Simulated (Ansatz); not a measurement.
# KSnCl3 (model cell, started as cubic perovskite with Sn in the octahedra): a soft mode frozen in, part 3 of 3

Which phase does KSnCl3 (model cell, started as cubic perovskite with Sn in the octahedra) fall into along its unstable mode, and how much energy does it gain?

Ansatz 0.2.0; DFT PBEsol, scalar-relativistic, plane waves, PAW; PAW set soft_1.

So far. Step 5 (Energy along the mode, all amplitudes (two of the runs …): The lowest of the steps tried is the last one, at 0.6 Å, 16.1 meV/atom below the parent; the bottom of the well need not coincide with a step. Step 7 (The new phase in its own primitive cell): The largest force component left is 0.53 meV/Å and the pressure is -0.001 GPa, within the tolerances set. The cell now holds 34.32 Å³/atom. The relaxed cell has a = 5.514, c = 5.644 Å (conventional setting).

The structure was built from a prototype and need not be the compound's stable phase.

### 8. Modes of the new phase, k-mesh 8×8×8

A relaxed structure may still be a saddle point, so its zone-centre modes are computed. The response to a homogeneous field gives the Born charges and the dielectric tensor.

The input, input.yaml:

```yaml
crystal:
  lattice:
    - [5.5143840298, 0.0, 0.0]
    - [0.0, 5.5143840298, 0.0]
    - [0.0, 0.0, 5.6439137951]
  atoms:
    - { symbol: K, position: [0.0, 0.0, 0.1424449842] }
    - { symbol: Sn, position: [0.5, 0.5, 0.4752120402] }
    - { symbol: Cl, position: [0.5, 0.0, 0.4360946019] }
    - { symbol: Cl, position: [0.5, 0.5, 0.0132458888] }
    - { symbol: Cl, position: [0.0, 0.5, 0.4360946019] }
kpoints:
  mp_grid: { grid: [8, 8, 8] }
hamiltonian:
  xc: pbesol
  pseudopotentials: { kind: paw, azcp: { folder: soft_1 }, xc_functional: pbe }
scf:
  occupations: { method: fixed }
output:
  eigenvalues: true
phonons:
  method: dfpt
  dielectric: true
  rigid_motions: translations
```

Run with:

```
$ ansatz run input.yaml --threads 4 --pin off --max-ram 16384MiB --backend cpu --events-out ev --progress --plain --runs-dir out
```

Numbers of over 12 decimals in the logs are rounded to 6 here.

The log of the run:

```text
[...]
Crystal: 5 atoms, lattice volume = 171.623 Å³
Basis set: ecut = 420 eV, 3343 PW (Γ), exchange–correlation on 80×80×80 points (8 copies of the dense FFT grid, shifted against one another)
Bands: 27, of which v1, the nominal top of the filled ones, is band 22 counted from 1 (21 counted from 0)
Symmetry: 8 space group operations
k-points: 260 of 512 (irreducible under 1 space group operation, time reversal used)
[...]
SCF iter   1: F=—  HF=-10656.513303 eV  |F-HF|=—  |Δ(HF+E_count)|=         —  Δρ=3.43e-2  dr2=3.26e0  ethr=3.10e-3  ⟨swp⟩=5.1  Hψ=28099  notcnv=0  defer=635
[...]
SCF iter  12: F=-10655.062200 eV  HF=-10655.062200 eV  |F-HF|=1.46e-11  |Δ(HF+E_count)|=  4.22e-10  Δρ=4.46e-8  dr2=5.30e-12  ethr=1.00e-12  ⟨swp⟩=17.4  Hψ=54946  notcnv=0
SCF 1 converged in 12 iterations: F = -10655.062200 eV  dr2 = 5.30e-12
[...]
DFPT response loops at Γ: preconditioner auto → none (the input reference at scf.mixing.eps_inf says where Resta's filter doesn't serve); β = 0.50; Broyden in place of MSR1
── the response to a field inside a basis, on 10×10×10 k-points: an SCF that follows is theirs, and a resumed run solves both again ──
Bands: 23, of which v1, the nominal top of the filled ones, is band 22 counted from 1 (21 counted from 0)
k-points: 75 of 1000 (time reversal used)
[...]
Eigensolver: Dense (75 Hₖ)
SCF iter   1: F=—  HF=-10655.044421 eV  |F-HF|=—  |Δ(HF+E_count)|=         —  Δρ=1.16e-4  dr2=4.57e-6  ethr=1.00e-1
[...]
SCF iter   3: F=-10655.044427 eV  HF=-10655.044427 eV  |F-HF|=1.06e-8  |Δ(HF+E_count)|=   1.91e-6  Δρ=5.53e-6  dr2=2.45e-8  ethr=2.89e-9
SCF 1 converged in 3 iterations: F = -10655.044427 eV  dr2 = 2.45e-8
[...]
WARN: field response: inside a basis, on 10×10×10 points, no mesh in reach settles it: take ε∞, Z* and everything formed from them with what they may err, as stated (eps_inf_uncertainty, zstar_uncertainty_e), and compare with field_mesh: kpoints on a denser kpoints.mp_grid
WARN: field response: ε∞ stands inside a basis, on 10×10×10 points; the force constants stand on the 8×8×8 k-mesh, whose period is 13.10 times the interband length at k = (-0.5000, -0.5000, -0.5000), direct gap 1.490 eV, under 14: take them and everything formed from them as unconverged, and compare with a denser kpoints.mp_grid
SCF converged after 12 iterations
Free energy (F): -10655.062200 eV
[...]
Internal energy: -10655.062200 eV  (E = F + TS)
E sigma→0 (E₀):  -10655.062200 eV
Fermi energy:    3.179471 eV
[...]
--- Band table (eV; the first three rows and the last of 260) ---
  k-point 0: bands = [... 18 lower, 0.1503, 0.4069, 0.5027, 0.5027, 5.9525, 8.1850, 8.3492, 8.3492, ... 1 higher]
  k-point 1: bands = [... 18 lower, 0.1393, 0.4799, 0.4799, 0.4804, 6.0676, 8.1290, 8.2174, 8.2994, ... 1 higher]
  k-point 2: bands = [... 18 lower, 0.1129, 0.4244, 0.4244, 0.7919, 6.3475, 7.2616, 8.2042, 8.2042, ... 1 higher]
  k-point 259: bands = [... 18 lower, 0.4520, 0.7784, 0.7784, 3.1795, 4.6690, 4.6690, 5.3423, 7.2926, ... 1 higher]
--- Phonons (Γ-DFPT): 9 representative perturbations + reference, on 260 of 512 k-points (Σ response iterations 28) ---
  k mesh reduced under 1 symmetry operation, with k and −k counted as one. Each operation leaves every solved perturbation unchanged. A smaller set is not considered because the run solves the response to a homogeneous field
  ASR residual: 6.160e-5 → 0.000e0 eV/Å²; symmetrization residual: 1.321e-5 eV/Å²
  ASR residual per site (eV/Å²): 3.27e-5 4.50e-5 5.51e-6 6.16e-5 5.51e-6
[...]
ε∞ (high-frequency dielectric tensor):
        4.509889     0.000000    -0.000000
        0.000000     4.509889     0.000000
       -0.000000     0.000000     4.100059
  softest optical mode at Γ: -12.09 cm⁻¹; the repairs (sum rule, projections) moved no ω² at Γ by more than (1.41 cm⁻¹)²
  Born effective charges Z* (e; rows j = field, columns β = displacement):
    site 0:
         1.26364    0.00000    0.00000
         0.00000    1.26364    0.00000
         0.00000    0.00000    1.00236
    site 1:
         4.35885    0.00000   -0.00000
         0.00000    4.35885    0.00000
        -0.00000    0.00000    3.70689
    site 2:
        -0.66297    0.00000    0.00000
         0.00000   -4.27063    0.00000
         0.00000    0.00000   -0.52652
    site 3:
        -0.68890    0.00000    0.00000
         0.00000   -0.68890    0.00000
         0.00000    0.00000   -3.65621
    site 4:
        -4.27063    0.00000    0.00000
         0.00000   -0.66297    0.00000
         0.00000    0.00000   -0.52652
  Z* charge neutrality: 8.670e-3 e pre-enforcement
  solved inside a basis spanned on kpoints, on 10×10×10 k-points, which do not settle them: ε∞ is read to err by 2.9e-2, Z* by 5.4e-2 e (field_mesh: kpoints solves on kpoints); Z* is corrected for what the basis lacks
  optical modes at Γ without the LO–TO term, one row a degenerate level:
      ω (cm⁻¹)  modes    IR ((D/Å)²/amu)
        -12.09      2             4.4772
         66.91      1             0.0690
         69.69      1             0.0000
         75.51      2            11.8055
         91.00      2             1.9947
         91.47      1             0.3992
         95.72      2            15.9206
        139.70      1            11.8558
  optical modes at Γ + LO–TO along q̂ = [1.0000, 0.0000, 0.0000]:
      ω (cm⁻¹)  modes    IR ((D/Å)²/amu)
        -12.09      1             2.2386
         26.62      1             0.0384
         66.91      1             0.0690
         69.69      1             0.0000
         75.51      1             5.9028
         83.70      1             0.0225
         91.00      1             0.9974
         91.47      1             0.3992
         91.65      1             0.0016
         95.72      1             7.9603
        139.70      1            11.8558
        232.38      1            17.0365
  optical modes at Γ + LO–TO along q̂ = [0.0000, 1.0000, 0.0000]:
      ω (cm⁻¹)  modes    IR ((D/Å)²/amu)
        -12.09      1             2.2386
         26.62      1             0.0384
[...]
91.65      1             0.0016
         95.72      1             7.9603
        139.70      1            11.8558
        232.38      1            17.0365
  optical modes at Γ + LO–TO along q̂ = [0.0000, 0.0000, 1.0000]:
      ω (cm⁻¹)  modes    IR ((D/Å)²/amu)
        -12.09      2             4.4772
         67.33      1             0.0050
         69.69      1             0.0000
         75.51      2            11.8055
         91.00      2             1.9947
         93.01      1             0.0216
         95.72      2            15.9206
        237.76      1            12.2974
```

Elapsed: 7.6 min, on 4 threads of Arm Neoverse V1, shared host; peak memory 4.7 GiB; 29 min of CPU time.

Numbers from this step:

```yaml
sum_rule_residual_before_enforcement: 6.16e-5 eV/Å²
miss_of_the_charge_sum_rule: 0.008670 e
estimated_error_of_the_dielectric_tensor: 0.02853
estimated_error_of_the_born_charges: 0.05361 e
point_group: 4mm
highest_optical_mode_at_the_zone_centre_no_lo_to_term: 139.7 cm⁻¹
lowest_optical_zone_centre_mode: -12.09 cm⁻¹
mean_high_frequency_dielectric_constant: 4.373
largest_born_charge_third_of_the_trace: 4.141 e
top_of_the_zone_centre_spectrum_with_the_field: 237.8 cm⁻¹
```

Without the LO-TO term. Patterns of degenerate modes are one choice out of their space. The modes at Γ (shares of kinetic energy by element, %) (negative means imaginary):

```csv
mode,frequency (cm⁻¹),symmetry,K %,Sn %,Cl %
1,-12.1,E,36,0,64
2,-12.1,E,36,0,64
3,0.0,acoustic,15,45,40
4,0.0,acoustic,15,45,40
5,0.0,acoustic,15,45,40
6,66.9,A1,65,26,9
7,69.7,B1,0,0,100
8,75.5,E,25,48,28
9,75.5,E,25,48,28
10,91.0,E,1,4,95
11,91.0,E,1,4,95
12,91.5,A1,20,7,73
13,95.7,E,24,3,73
14,95.7,E,24,3,73
15,139.7,A1,1,22,78
```

Displacements in mode 1 (-12.1 cm⁻¹), the largest set to 1:
```
K1  -0.85  0.33  0.00
Sn2  0.03 -0.01  0.00
Cl3 -0.53 -0.14  0.00
Cl4  1.00 -0.39  0.00
Cl5  0.35  0.21  0.00
```

Displacements in mode 8 (75.5 cm⁻¹), the largest set to 1:
```
K1  -1.00  0.07  0.00
Sn2  0.80 -0.06  0.00
Cl3  0.01  0.06  0.00
Cl4 -0.72  0.05  0.00
Cl5 -0.86  0.00  0.00
```

High-frequency dielectric tensor, which the program warns is not settled by the k meshes in reach. Tensor:

```csv
,x,y,z
x,4.51,0,0
y,0,4.51,0
z,0,0,4.1
```

Optical modes at the zone centre, without and with the macroscopic field of the longitudinal modes; each column is sorted by frequency, so a row need not hold one and the same mode. Modes with and without the field, by row:

```csv
rank among optical modes,no field (cm⁻¹),"q along (1, 0, 0) (cm⁻¹)","q along (0, 0, 1) (cm⁻¹)"
1,-12.1,-12.1,-12.1
2,-12.1,26.6,-12.1
3,66.9,66.9,67.3
4,69.7,69.7,69.7
5,75.5,75.5,75.5
6,75.5,83.7,75.5
7,91,91,91
8,91,91.5,91
9,91.5,91.7,93
10,95.7,95.7,95.7
11,95.7,139.7,95.7
12,139.7,232.4,237.8
```

Born charge (rows field, columns displacement) (e), principal values of the symmetric part by kind of site:

```csv
atom,atoms with these values,low,middle,high,mean
K1,1,1.00,1.26,1.26,1.18
Sn2,1,3.71,4.36,4.36,4.14
Cl3,2,-4.27,-0.66,-0.53,-1.82
Cl4,1,-3.66,-0.69,-0.69,-1.68
```

In full for K1:

```
1.26 0.00 0.00
0.00 1.26 0.00
0.00 0.00 1.00
```

Transverse modes; imaginary modes are left out. Infrared lines, with heights relative to the strongest:

```csv
position (cm⁻¹),relative intensity
67,0.4
70,0.0
76,74
91,13
92,2.5
96,100
140,74
```

Before it was imposed, the acoustic sum rule was missed by 6.2e-5 eV/Å² and the charge sum rule by 0.0087 e. Small misses are needed for a sound result but don't prove that mesh and cutoff are converged. The lowest optical mode is imaginary, 12.1i cm⁻¹, so the energy falls along it.

The log warns of the k mesh: “the force constants stand on the 8×8×8 k-mesh, whose period is 13.10 times the interband length at k = (-0.5000, -0.5000, -0.5000), direct gap 1.490 eV, under 14: take them and everything formed from them as unconverged”.

### 9. What came out

| Quantity | Value |
| --- | --- |
| unstable mode of the parent | q = (0, 0, 0), 61i cm⁻¹ |
| depth at the lowest point sampled | 16.1 meV/atom |
| largest atomic shift at that point | 0.6 Å |
| space group reached (within 0.01 Å) | P4mm |
| energy gained over the parent (first relaxation, on the mesh of the frozen mode) | 20.3 meV/atom |
| volume per atom, phase reached | 34.3 Å³ |
| gap on the k-mesh, phase reached | 1.49 eV |
| lowest optical zone-centre mode, phase reached | -12.1 cm⁻¹ |
| highest optical mode at the zone centre (no LO-TO term), phase reached | 140 cm⁻¹ |

What this shows: Along this mode the structure falls into P4mm, 20.3 meV/atom below the parent. At the parent's cell the well is 16.13 meV/atom deep on the steps tried, with its lowest point at a shift of 0.6 Å. That is the last step tried, so the steps alone don't bracket the bottom of the well. Relaxing atoms and cell changes the gain by +4.21 meV/atom against the lowest step (energies at zero smearing). The new phase still has an imaginary mode at the zone centre of its cell, so it is a saddle point on the way to a lower structure. Of the 4 patterns followed to their end from this parent, this one ends 17.4 meV/atom above the lowest, P4/mbm. Each path keeps the symmetry of its pattern, so a lower phase may lie along a pattern not tried. With the field response the log warns that the k mesh is coarse for the force constants too, so the frequencies may not be converged. In at least one run the field response is not settled by the k meshes in reach, so its dielectric tensor, Born charges and longitudinal modes are rough. Spin-orbit coupling is left out, which can matter for the heavy elements here. The PAW files were made for PBE and serve the other functionals too. The starting cell was built on a prototype and not taken from a measurement, so the phase need not exist.

[Logs are printed without paths, hosts, clocks, repeated set-up lines and the standing remarks that a program may print on its own settings, such as how far it seeks lower states.]

[Hosts, paths, dates, database ids (printed as entryN), source tags and the programs' standing remarks are cut or masked in the printed files.]
